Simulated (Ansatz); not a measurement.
# Tb: which shell does photoemission see at 21.2 and 60 eV? (PBEsol)

The valence band of Tb mixes several shells. Work out by hand which one leads the spectrum's area at each photon energy.

Filled states come from the projected DOS of Ansatz 0.2.0 (PBEsol, plane waves); cross sections σ and asymmetry parameters β are those of free atoms in a Dirac–Hartree–Slater calculation. A shell's area is states × σ × angular factor, which is 1 + β·P₂(cos θ) for linear light, with θ = 0° from the polarisation and P₂ = 1.000.

**At 21.2 eV** (states counted from 11.2 eV below the zero; other shells add 0.073 to the products' sum of 24):

```
shell  filled states a cell  cross section (Mb an electron)     β  angular factor  product  share by hand (%)  share in the simulated spectrum (%)
Tb 5p                  0.00                               0  0.00            1.00        0                  0                                    0
Tb 5d                  4.13                             2.5  0.64            1.64     16.9                 70                                   70
Tb 4f                 16.71                           0.159  1.65            2.65     7.02                 29                                   29
```

**At 60 eV** (states counted from 24.6 eV below the zero; other shells add 0.039 to the products' sum of 25.3):

| shell | filled states a cell | cross section (Mb an electron) | β | angular factor | product | share by hand (%) | share in the simulated spectrum (%) |
| --- | --- | --- | --- | --- | --- | --- | --- |
| Tb 5p | 11.77 | 0.263 | 1.52 | 2.52 | 7.8 | 31 | 31 |
| Tb 5d | 4.30 | 0.132 | 1.56 | 2.56 | 1.45 | 6 | 6 |
| Tb 4f | 16.71 | 0.641 | 0.49 | 1.50 | 16 | 63 | 63 |

Tb 5d leads at 21.2 eV and Tb 4f at 60 eV. Between the two energies σ of Tb 5d changes by a factor 0.053 and that of Tb 4f by 4.0, so their ratio moves 77-fold in favour of the second. The simulated spectrum uses the same rule on the energy-resolved DOS, so the two share columns agree within a few points.

Only crystals where the two columns agree within 4 points and the lead is clear are worked in this form. Free-atom cross sections ignore the solid's final states, no escape depth or background enters, and the count of states a shell hangs on the projection.

[Logs are printed without paths, hosts, clocks, repeated set-up lines and the standing remarks that a program may print on its own settings, such as how far it seeks lower states.]
